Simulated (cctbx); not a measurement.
**Interatomic vectors of Tb2Mn3Ag**

Space group P3m1 (no. 156), a = 4.2090 Å, b = 4.2090 Å, c = 7.1050 Å, α = 90.00°, β = 90.00°, γ = 120.00°, content Tb2 Ag1 Mn3.

The data are simulated with cctbx, not measured: Mo Kα, λ = 0.71073 Å, to d = 0.77 Å, 80 % of the full sphere, strongest reflection 20000 counts, noise from counting, a 4 % proportional error and a noise floor of 15 counts (s.d.); no absorption, some extinction.

Patterson synthesis, origin scaled to 1000:

```text
Patterson group P -3 m 1
      u       v       w   height  length (A)
  0.000   0.000   0.000   1000.0     0.00
  0.000   0.000   0.500    533.2     3.55
  0.333   0.667   0.754    525.8     2.99
  0.333   0.667   0.202    345.1     2.82
  0.333   0.667   0.306    227.1     3.26
  0.333   0.667   0.481    110.0     4.19
  0.333   0.667   0.050     73.9     2.46
 -0.011   0.210   0.100     20.4     1.15
  0.125   0.250   0.900     15.4     1.16
  0.111   0.459   0.108     12.5     1.91
  0.123   0.441   0.849     12.3     1.98
  0.151   0.302   0.005      8.7     1.10
  0.109   0.462   0.404      8.4     3.37
  0.000   0.000   0.149      7.5     1.06
```

Q: Assign the vectors.

A peak at u stands for all pairs with xi − xj = u, with weight Σ ZiZj against Σ Z² = 12534 at the origin. Peak heights follow these weights only roughly, since form factors, motion and series ripples differ, all vectors within 0.55 Å of a peak are counted as merged into it though the farther ones add only part of their weight, and F(000) is left out, which lowers the whole map:

| u | v | w | shortest length (Å) | height | 1000 ΣZiZj/ΣZ² | pairs in the cell |
| --- | --- | --- | --- | --- | --- | --- |
| 0.000 | 0.000 | 0.500 | 3.55 | 533 | 961 | 2 × Tb–Tb, 2 × Ag–Mn, 2 × Mn–Mn |
| 0.333 | 0.667 | 0.754 | 2.99 | 526 | 633 | 3 × Tb–Mn, 1 × Tb–Ag |
| 0.333 | 0.667 | 0.202 | 2.82 | 345 | 373 | 1 × Tb–Ag, 1 × Tb–Mn |
| 0.333 | 0.667 | 0.306 | 3.26 | 227 | 259 | 2 × Tb–Mn |
| 0.333 | 0.667 | 0.481 | 4.19 | 110 | 144 | 1 × Ag–Mn, 1 × Mn–Mn |
| 0.333 | 0.667 | 0.050 | 2.45 | 74 | 94 | 1 × Ag–Mn |

The table stops at ten peaks or at a height of 45, below which ripples compete. In the model behind the data Tb, the heaviest element, has 2 independent sites: (1/3, 2/3, 0.2622) and (1/3, 2/3, 0.7261), up to an allowed shift of origin; the Tb–Tb vectors are differences of these positions and their symmetry mates. The whole model:

| atom | mult. | x | y | z | Ueq (Å²) |
| --- | --- | --- | --- | --- | --- |
| Tb1 | 1 | 1/3 | 2/3 | 0.2622 | 0.0053 |
| Tb2 | 1 | 1/3 | 2/3 | 0.7261 | 0.0066 |
| Ag1 | 1 | 0 | 0 | 0.5284 | 0.0046 |
| Mn1 | 1 | 0 | 0 | 0.9517 | 0.0065 |
| Mn2 | 1 | 2/3 | 1/3 | 0.0420 | 0.0077 |
| Mn3 | 1 | 2/3 | 1/3 | 0.4791 | 0.0071 |

The model is made up (kin elements in a known structure type, no relaxation), so it says nothing on whether the phase exists.

[Logs are printed without paths, hosts, clocks, repeated set-up lines and the standing remarks that a program may print on its own settings, such as how far it seeks lower states.]
